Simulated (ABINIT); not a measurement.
# AgCl (Fm-3m): G0W0 on several meshes in ABINIT, part 2 of 2

How does the mesh move the gap of AgCl (Fm-3m)?

ABINIT 10.8.3; PBE and many-body steps on it, plane waves. Known limits of the many-body steps: not at the basis limit; d shell near the gap, gap tends to lie low; no spin-orbit coupling; coarse k mesh.

So far. Step 4 (6×6×6): The gap on the mesh goes from 0.92 eV to 2.21 eV, a correction of +1.29 eV. Step 5 (Empty states on the mesh, 4×4×4 mesh, 181 bands): On this mesh the gap is 0.921 eV.

**7. 4×4×4**

This step: G0W0 on PBE, plane waves, norm-conserving pseudopotentials.

run.abi reads:

```
acell 3*1.0 Angstrom
rprim 
  0.000000000000 2.798500000000 2.798500000000
  2.798500000000 0.000000000000 2.798500000000
  2.798500000000 2.798500000000 -0.000000000000
ntypat 2
znucl 47 17
natom 2
typat 1 2
xred 
  0.000000000000 0.000000000000 0.000000000000
  0.500000000000 0.500000000000 0.500000000000
pp_dirpath "pseudos"
pseudos "Ag.upf, Cl.upf"
ecut 37
ngkpt 4 4 4
nshiftk 1
shiftk 0 0 0
kptopt 1
chksymbreak 0
istwfk *1
occopt 1
irdwfk 1
optdriver 4
nband 173
gwcalctyp 0
ecutsigx 37
symsigma 1
nkptgw 2
kptgw 
  0.5000000000 0.0000000000 0.0000000000
  0.0000000000 0.0000000000 0.0000000000
bdgw 
  12 15
  11 17
ecuteps 7.8
irdscr 1
ppmodel 1
indata_prefix "in"
outdata_prefix "out"
tmpdata_prefix "tmp"
```

Launch:

```bash
$ OMP_NUM_THREADS=1 mpirun -n 8 abinit run.abi > log
```

The program printed:

```text
.Version 10.8.3 of ABINIT. v10.8.2 released Aug 2026.

 Symmetries : space group Fm -3 m (#225); Bravais cF (face-center cubic)
[... echo of the input left out ...]
== DATASET  1 ==================================================================
-   mpi_nproc: 8, omp_nthreads: 1 (-1 if OMP is not activated)

--- !DatasetInfo
iteration_state: {dtset: 1, }
dimensions: {natom: 2, nkpt: 8, mband: 173, nsppol: 1, nspinor: 1, nspden: 1, mpw: 3218, }
cutoff_energies: {ecut:  37.0, pawecutdg:  -1.0, }
electrons: {nelect:   2.60000000E+01, charge:   0.00000000E+00, occopt:   1.00000000E+00, tsmear:   1.00000000E-02, }

 SIGMA: Calculation of the GW corrections

 Based on a program developped by R.W. Godby, V. Olevano, G. Onida, and L. Reining.
 Incorporated in ABINIT by V. Olevano, G.-M. Rignanese, and M. Torrent.
.Using double precision arithmetic ; gwpc =  8

[... cell and pseudopotentials left out ...]
--------------------------------------------------------------------------------

 ==== K-mesh for the wavefunctions ====
 Number of points in the irreducible wedge :     8
[... list of points left out ...]
 Together with 48 symmetry operations and time-reversal symmetry
 yields    64 points in the full Brillouin Zone.

 ==== Q-mesh for screening function ====
 Number of points in the irreducible wedge :     8
[... list of points left out ...]
 Together with 48 symmetry operations and time-reversal symmetry
 yields    64 points in the full Brillouin Zone.

 vcoul_init : cutoff-mode = AUXILIARY_FUNCTION
 q-points for optical limit:   1
     1)      0.000010    0.000020    0.000030
 setmesh: FFT mesh size selected  =    45x   45x   45
          total number of points  =        91125

 Number of electrons calculated from density =   26.0000; Expected =   26.0000
[...]
number of omega for Sigma on real axis              0
 max omega for Sigma on real axis  [eV]           0.00
 zcut for avoiding poles [eV]                     0.10

 EPSILON^-1 parameters (SCR file):
 dimension of the eps^-1 matrix on file            331
 dimension of the eps^-1 matrix used               331
 number of plane-waves for wavefunctions          3143
 number of bands                                   173
 number of q-points in IBZ                           8
 number of frequencies                               2
 number of real frequencies                          1
 number of imag frequencies                          1

 matrix elements of self-energy operator (all in [eV])

 Perturbative Calculation

--- !SelfEnergy_ee
iteration_state: {dtset: 1, }
kpoint     : [   0.500,    0.000,    0.000, ]
spin       : 1
KS_gap     :    4.314
QP_gap     :    5.494
Delta_QP_KS:    1.181
data: !SigmaeeData |
     Band     E0 <VxcDFT>   SigX SigC(E0)      Z dSigC/dE  Sig(E)    E-E0       E
       12   4.308 -21.440 -26.390   3.649   0.795  -0.258 -22.475  -1.035   3.272
       13   4.308 -21.440 -26.390   3.649   0.795  -0.258 -22.475  -1.035   3.272
       14   8.621  -8.962  -4.759  -4.029   0.836  -0.196  -8.816   0.145   8.767
[...]
--- !SelfEnergy_ee
iteration_state: {dtset: 1, }
kpoint     : [   0.000,    0.000,    0.000, ]
spin       : 1
KS_gap     :    3.124
QP_gap     :    4.662
Delta_QP_KS:    1.537
data: !SigmaeeData |
     Band     E0 <VxcDFT>   SigX SigC(E0)      Z dSigC/dE  Sig(E)    E-E0       E
[...]
16  15.026 -12.071  -6.770  -4.507   0.822  -0.216 -11.418   0.653  15.679
       17  15.026 -12.071  -6.770  -4.507   0.822  -0.216 -11.418   0.653  15.679

== END DATASET(S) ==============================================================
================================================================================

 -outvars: echo values of variables after computation  --------
           etotal      0.0000000000E+00
            nband         173
             nkpt           8
          spgroup         225
 [... the other variables as echoed above ...]

 Calculation completed.
```

Elapsed: 16 s, on 8 MPI ranks of Arm Neoverse V1, shared host; peak memory 1.8 GiB.

Numbers from this step:

| Quantity | Value |
| --- | --- |
| G0W0 gap on the points computed | 2.214 eV |
| starting gap on the mesh | 0.9214 eV |
| k of the valence top | 0.5, 0, 0 |
| k of the conduction bottom | 0, 0, 0 |
| Z at the valence top | 0.795 |
| Z at the conduction bottom | 0.829 |
| least direct G0W0 gap on the computed points | 4.662 eV |

Against G0W0 in ABINIT (6×6×6 mesh, 173 bands, screening to 212.2 eV, Godby-Needs plasmon pole), the gap moves by +0.001 eV.

**8. The runs together**

Times are wall times on 8 MPI ranks of Arm Neoverse V1, shared host, good to a factor of about two. A run's time includes the screening step that it read.

```
  run   mesh  bands  screening cutoff (eV)  DFT gap (eV)  gap on the mesh (eV)  direct (eV)  ε∞ used     time
6×6×6  6×6×6    173                  212.2         0.921                 2.213        4.655     4.85  4.6 min
4×4×4  4×4×4    173                  212.2         0.921                 2.214        4.662     5.16     57 s
```

**9. Summary of results**

| Property | Result |
| --- | --- |
| 6×6×6 | 2.213 eV |
| 4×4×4 | 2.214 eV |
| known limits | not at the basis limit; d shell near the gap, gap tends to lie low; no spin-orbit coupling; coarse k mesh |

**Reading.** 4×4×4: no change against 6×6×6. Bands and cutoff are finite, so the gap is not at the basis limit. The miss can reach some tenths of an eV and take either sign; the mesh is an error of its own. In the first G0W0 run levels were corrected at 2 k points alone, so a gap called «on the mesh» is the least over those, and an edge elsewhere would be missed. The 6×6×6 mesh is coarse for this cell, which bears on the long-range parts of exchange and screening. A d shell, filled or nearly so, lies near the gap. One-shot GW converges very slowly in bands there, not always from below, and on a semilocal start the gap tends to come out low; starts rich in exact exchange can overshoot instead. The many-body steps are scalar-relativistic: spin-orbit coupling is not in them.

[Paths, hosts, dates, memory and timing lines, banners, echoed tables and standing remarks are left out of the program output.]

[Logs are printed without paths, hosts, clocks, repeated set-up lines and the standing remarks that a program may print on its own settings, such as how far it seeks lower states.]

[Runs of the session that timed out or met a known fault of the program may be left out.]

[No measured gap is set beside runs whose start may be inverted or whose files or cutoffs have a known fault.]

[Hosts, paths, dates, database ids (printed as entryN), source tags and the programs' standing remarks are cut or masked in the printed files.]

[G0W0 gaps are taken among the corrected bands and points alone; a level outside them can change the order at an edge.]

[Where Ansatz stands beside ABINIT at settings called matched, ABINIT's density can come from a denser mesh and the files from another edition; pairs whose starting gaps differed by over 0.03 eV were left out, so agreement reads better than it is.]
